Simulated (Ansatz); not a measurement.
# Al (Fm-3m, 1 atom in the cell): relaxing the cell for a phonon run

Aim: bring Al (Fm-3m, 1 atom in the cell) to small forces and stress, as phonons need.

Main program and level: Ansatz 0.2.0; DFT LDA, scalar-relativistic, plane waves, norm-conserving pseudopotentials.

The experiments to compare with:

“The interpretation of polycrystalline coherent inelastic neutron scattering from aluminium” (2013, pmc:3831299) quotes from earlier work for Al, face-centred cubic (bulk crystal): lattice constant a (cubic lattice constant) 4.0495 Å [literature comparison value; measurement temperature not stated].

**1. Starting point**

Symmetry: Fm-3m, No. 225, cubic system. Conventional cell: a = 4.050 Å, b = 4.050 Å, c = 4.050 Å, α = 90.00°, β = 90.00°, γ = 90.00°. Al has 12 Al at 2.86 Å nearest.

**2. A coarse first look**

First a cheap look: the gap decides the mesh and the occupations, the pressure tells how far the cell has to move.

File input.yaml:

```yaml
crystal:
  lattice:
    - [0.0, 2.024805, 2.024805]
    - [2.024805, 0.0, 2.024805]
    - [2.024805, 2.024805, 0.0]
  atoms:
    - { symbol: Al, position: [0.0, 0.0, 0.0] }
kpoints:
  mp_grid: { grid: [8, 8, 8] }
hamiltonian:
  xc: lda
  pseudopotentials: { kind: nc }
scf:
  occupations: { method: gaussian, width: 0.1 }
output:
  forces: true
  stress: true
  eigenvalues: true
```

Started as:

```
$ ansatz run input.yaml --threads 4 --pin off --max-ram 10240MiB --backend cpu --events-out ev --progress --plain --runs-dir out
```

Numbers of over 12 decimals in the logs are rounded to 6 here.

The log of the run:

```text
Engine: ansatz 0.2.0, aarch64-unknown-linux-gnu
Pseudopotentials: kind: nc
Pseudopotential: Al, nc, valence charge 3, recommended cutoff 598.650497 eV (normal), Al.nc.azcp (PseudoDojo's, or run here from an input of PseudoDojo's: the run reads no file of this project's for it)
Functional definition: SPW92
  exchange = slater_x
  correlation = pw_c
Crystal: 1 atoms, lattice volume = 16.603 Å³
[...]
0.000000       0.000000      -3.954439
  P = ⅓ Tr σ = -3.9544 GPa (-39.544 kbar)
--- Band table (eV; the first three rows and the last of 29) ---
  k-point 0: bands = ["-3.4111", "20.1949", "20.1949", "20.1949", "21.4192", "21.4192"]
  k-point 1: bands = ["-2.9896", "15.8941", "19.1844", "19.1844", "22.2068", "22.9876"]
  k-point 2: bands = ["-1.7326", "11.0626", "18.4091", "18.4091", "21.9022", "22.1985"]
  k-point 28: bands = ["6.8346", "6.8346", "7.8769", "8.5976", "23.3386", "23.3386"]
[key lines of the parts left out:]
SCF converged after 5 iterations
Free energy (F): -64.289611 eV
Fermi energy:    7.713143 eV
```

Wall time 0.14 s (4 threads of Arm Neoverse V2, shared host); peak memory 0.21 GiB.

Numbers from this step:

- pressure: -3.954 GPa
- volume per atom: 16.60 Å³
- gap on the k-mesh: 0 eV

The coarse mesh shows no gap and a pressure of -4.0 GPa.

**3. Relaxation**

The cell and atoms are relaxed, since residual forces and stress would shift the frequencies.

input.yaml, the sections that differ from step 2:

```yaml
kpoints:
  mp_grid: { grid: [18, 18, 18] }
relax:
  adjacent_minimum: "off"
  f_tol: 0.005
  max_steps: 80
  cell: { stress_tol: 0.05 }
# crystal, hamiltonian, scf, output: as in step 2
```

The log of the run:

```text
[...]
Crystal: 1 atoms, lattice volume = 16.603 Å³
Basis set: ecut = 598.650497 eV, 537 PW (Γ)
Bands: 6, of which v1, the nominal top of the filled ones, is band 2 counted from 1 (1 counted from 0)
Symmetry: 48 space group operations
[...]
k-points: 195 of 5832
[...]
SCF iter   1: F=—  HF=-64.318236 eV  |F-HF|=—  |Δ(HF+E_count)|=         —  Δρ=2.12e-2  dr2=7.37e-2  ethr=3.10e-3  ⟨swp⟩=5.9  Hψ=11575  notcnv=0
[...]
SCF iter   5: F=-64.292601 eV  HF=-64.292601 eV  |F-HF|=5.66e-10  |Δ(HF+E_count)|=   1.08e-8  Δρ=4.67e-6  dr2=1.01e-9  ethr=1.29e-9  ⟨swp⟩=2.5  Hψ=3158  notcnv=0
SCF 1 converged in 5 iterations: F = -64.292601 eV  dr2 = 1.01e-9
relax step   1: F+E_penalty+E_count = -64.29260139 eV  Δ(F+E_penalty+E_count) = +0.000e0 eV  max|allowed force component| = 0.000e0 eV/Å  Δτ_max = 0.0000 Å  P = -3.863 GPa  Ω = 16.603 Å³  (5 SCF iters, dr2 threshold 1.00e-7 eV, accepted)
Crystal: 1 atoms, lattice volume = 15.670 Å³
Basis set: ecut = 598.650497 eV, 531 PW (Γ)
[...]
iter 1 solved again at ethr=8.51e-6 eV; its pass at ethr=3.10e-3 eV (dr2=2.55e-4 eV) is discarded
[...]
SCF iter   4: F=-64.303340 eV  HF=-64.303340 eV  |F-HF|=1.02e-10  |Δ(HF+E_count)|=   7.07e-9  Δρ=1.11e-6  dr2=2.12e-10  ethr=1.31e-9  ⟨swp⟩=2.9  Hψ=3489  notcnv=0
SCF 2 converged in 4 iterations: F = -64.303340 eV  dr2 = 2.12e-10
relax step   2: F+E_penalty+E_count = -64.30334039 eV  Δ(F+E_penalty+E_count) = -1.074e-2 eV  max|allowed force component| = 0.000e0 eV/Å  Δτ_max = 0.0000 Å  P = +0.409 GPa  Ω = 15.670 Å³  energy of the carried Pulay correction = +5.802e-5 eV  (4 SCF iters, dr2 threshold 1.00e-7 eV, accepted)
Crystal: 1 atoms, lattice volume = 15.755 Å³
[...]
SCF iter   3: F=-64.303433 eV  HF=-64.303433 eV  |F-HF|=1.81e-10  |Δ(HF+E_count)|=   1.58e-7  Δρ=2.20e-6  dr2=6.65e-10  ethr=3.33e-9  ⟨swp⟩=3.9  Hψ=5431  notcnv=0
SCF 3 converged in 3 iterations: F = -64.303433 eV  dr2 = 6.65e-10
relax step   3: F+E_penalty+E_count = -64.30343298 eV  Δ(F+E_penalty+E_count) = -9.259e-5 eV  max|allowed force component| = 0.000e0 eV/Å  Δτ_max = 0.0000 Å  P = -0.036 GPa  Ω = 15.755 Å³  energy of the carried Pulay correction = +5.261e-5 eV  (3 SCF iters, dr2 threshold 1.00e-7 eV, accepted)
[...]
SCF iter   3: F=-64.303372 eV  HF=-64.303372 eV  |F-HF|=2.60e-12  |Δ(HF+E_count)|=   4.64e-9  Δρ=1.77e-7  dr2=7.35e-13  ethr=1.00e-12  ⟨swp⟩=5.4  Hψ=6092  notcnv=0
SCF 4 converged in 3 iterations: F = -64.303372 eV  dr2 = 7.35e-13
relax step   4: F+E_penalty+E_count = -64.30337198 eV  Δ(F+E_penalty+E_count) = +6.100e-5 eV  max|allowed force component| = 0.000e0 eV/Å  Δτ_max = 0.0000 Å  P = -0.032 GPa  Ω = 15.755 Å³  stress off target by 3.24e-2 GPa  SCF on the basis re-selected at this cell (its energy is not comparable with the rows above)  (3 SCF iters)
basis re-selected at this cell: Δ(F+E_penalty+E_count) = +6.100e-5 eV, ΔP = +0.004 GPa vs the last step (what re-selecting the basis moved, of the pressure what is left beyond the Pulay correction that the steps carried, after the strain that the cell walked since its last selection, with what the two solves' SCF thresholds leave and, on support functions, any second-order correction that the steps lacked; it is no measure of the basis error at this ecutwfc). This SCF's stress stands 3.24e-2 GPa from its target on what of the cell is left free (relax.cell.stress_tol is 5.00e-2 GPa) and its largest allowed force component is 0.00e0 eV/Å (relax.f_tol is 5.00e-3 eV/Å): [rest of the remark cut]
SCF converged after 3 iterations
Free energy (F): -64.303372 eV
[...]
Internal energy: -64.300387 eV  (E = F + TS)
E sigma→0 (E₀):  -64.301880 eV
Entropy (-TS):   -0.002985 eV (-2.985 meV/atom)
Fermi energy:    8.186796 eV
[...]
--- Stress (GPa, compression-positive) ---
       -0.032383       0.000000       0.000000
        0.000000      -0.032383       0.000000
        0.000000       0.000000      -0.032383
  P = ⅓ Tr σ = -0.0324 GPa (-0.324 kbar)
--- Band table (eV; the first three rows and the last of 195) ---
[...]
--- Relaxed structure (3 steps of the walk, 3 accepted, 1 SCFs on fresh bases) ---
  F+E_penalty+E_count = -64.30337198 eV   max|allowed force component| = 0.000e0 eV/Å   (the final SCF, on the basis selected at the relaxed cell)
  cell:  # Å, volume = 15.7545 Å³
    - [0, 1.989719, 1.989719]
    - [1.989719, 0, 1.989719]
    - [1.989719, 1.989719, 0]
  atoms:
    - { symbol: Al, position: [0.0, 0.0, 0.0] }
```

Run time: 2 s. Hardware: 4 threads; peak memory 0.29 GiB.

Step by step:

| step | energy less that of the first step (eV) | largest force component (eV/Å) | pressure (GPa) | volume (Å³) |
| --- | --- | --- | --- | --- |
| 1 | 0.0000 | 0.0000 | -3.86 | 16.60 |
| 2 | -0.0107 | 0.0000 | 0.41 | 15.67 |
| 3 | -0.0108 | 0.0000 | -0.04 | 15.75 |
| 4* | -0.0108 | 0.0000 | -0.03 | 15.75 |

Relaxation steps marked * repeat the geometry before them on a plane-wave basis chosen anew for their cell, so energy and pressure can jump there.

| conventional cell, symmetrised | before | after | change |
| --- | --- | --- | --- |
| a (Å) | 4.050 | 3.979 | -1.7 % |
| b (Å) | 4.050 | 3.979 | -1.7 % |
| c (Å) | 4.050 | 3.979 | -1.7 % |
| volume (Å³/atom) | 16.60 | 15.75 | -5.1 % |

The relaxed structure:

```xyz
1
Lattice="0.0000 1.9897 1.9897 1.9897 0.0000 1.9897 1.9897 1.9897 0.0000" Properties=species:S:1:pos:R:3 pbc="T T T"
Al    0.0000    0.0000    0.0000
```

This step gave:

```
pressure        : -0.03238 GPa
volume per atom : 15.75 Å³
```

In this step the volume went from 16.60 to 15.75 Å³/atom.

**4. Relaxing to small forces for the phonons**

Phonons need a cell at rest on their own settings, so the relaxation is repeated with tight tolerances on forces and stress on the k mesh and occupations of the first response run.

input.yaml, the sections that differ from step 3:

```yaml
crystal:
  lattice:
    - [0.0, 1.9897185741, 1.9897185741]
    - [1.9897185741, 0.0, 1.9897185741]
    - [1.9897185741, 1.9897185741, 0.0]
  atoms:
    - { symbol: Al, position: [0.0, 0.0, 0.0] }
kpoints:
  mp_grid: { grid: [20, 20, 20] }
scf:
  occupations: { method: methfessel_paxton, width: 0.2 }
relax:
  adjacent_minimum: "off"
  f_tol: 0.001
  max_steps: 60
  cell: { stress_tol: 0.01 }
# hamiltonian, output: as in step 3
```

The log of the run:

```text
[...]
Crystal: 1 atoms, lattice volume = 15.755 Å³
Basis set: ecut = 598.650497 eV, 531 PW (Γ)
Bands: 6, of which v1, the nominal top of the filled ones, is band 2 counted from 1 (1 counted from 0)
Symmetry: 48 space group operations
[...]
k-points: 256 of 8000
[...]
0.000000       0.000000      -0.002712
  P = ⅓ Tr σ = -0.0027 GPa (-0.027 kbar)
--- Band table (eV; the first three rows and the last of 256) ---
[...]
--- Relaxed structure (2 steps of the walk, 2 accepted, 1 SCFs on fresh bases) ---
[...]
cell:  # Å, volume = 15.7349 Å³
    - [0, 1.988894, 1.988894]
    - [1.988894, 0, 1.988894]
    - [1.988894, 1.988894, 0]
  atoms:
    - { symbol: Al, position: [0.0, 0.0, 0.0] }
[key lines of the parts left out:]
SCF converged after 3 iterations
Free energy (F): -64.304288 eV
Fermi energy:    8.258903 eV
```

It took 1.8 s on 4 threads; peak memory 0.3 GiB.

Little changed from the start: no atom moved by 0.005 Å and no cell edge by 0.1 %.

Numbers from this step:

- pressure: -0.002712 GPa
- volume per atom: 15.73 Å³

The forces vanish by symmetry and the pressure is -0.003 GPa, within the tolerances set. The cell now holds 15.73 Å³/atom.

**5. What came out**

| Quantity | Value |
| --- | --- |
| space group after relaxation (within 0.01 Å) | Fm-3m |
| lattice constant a | 3.978 Å |
| lattice constant b | 3.978 Å |
| lattice constant c | 3.978 Å |
| volume per atom | 15.7 Å³ |

The forces vanish by symmetry and the pressure is -0.003 GPa, within the tolerances set. The cell now holds 15.73 Å³/atom. The relaxation keeps the symmetry of its start, so it says nothing on stability against lower symmetry.

Calculation against experiment:

| quantity | measured | LDA norm-conserving |
| --- | --- | --- |
| lattice constant a (Å) | 4.0495 | 3.978 (-1.8 %) |

Measured values from pmc:3831299 (2013).

Verdict: The lattice constant a is off by -1.8 %: a clear miss. The grades are ours: good and fair within 0.7 and 1.5 % for the lattice constant a. Zero-point motion and thermal expansion are not in the computed lattice constants.

[Logs are printed without paths, hosts, clocks, repeated set-up lines and the standing remarks that a program may print on its own settings, such as how far it seeks lower states.]

[Hosts, paths, dates, database ids (printed as entryN), source tags and the programs' standing remarks are cut or masked in the printed files.]
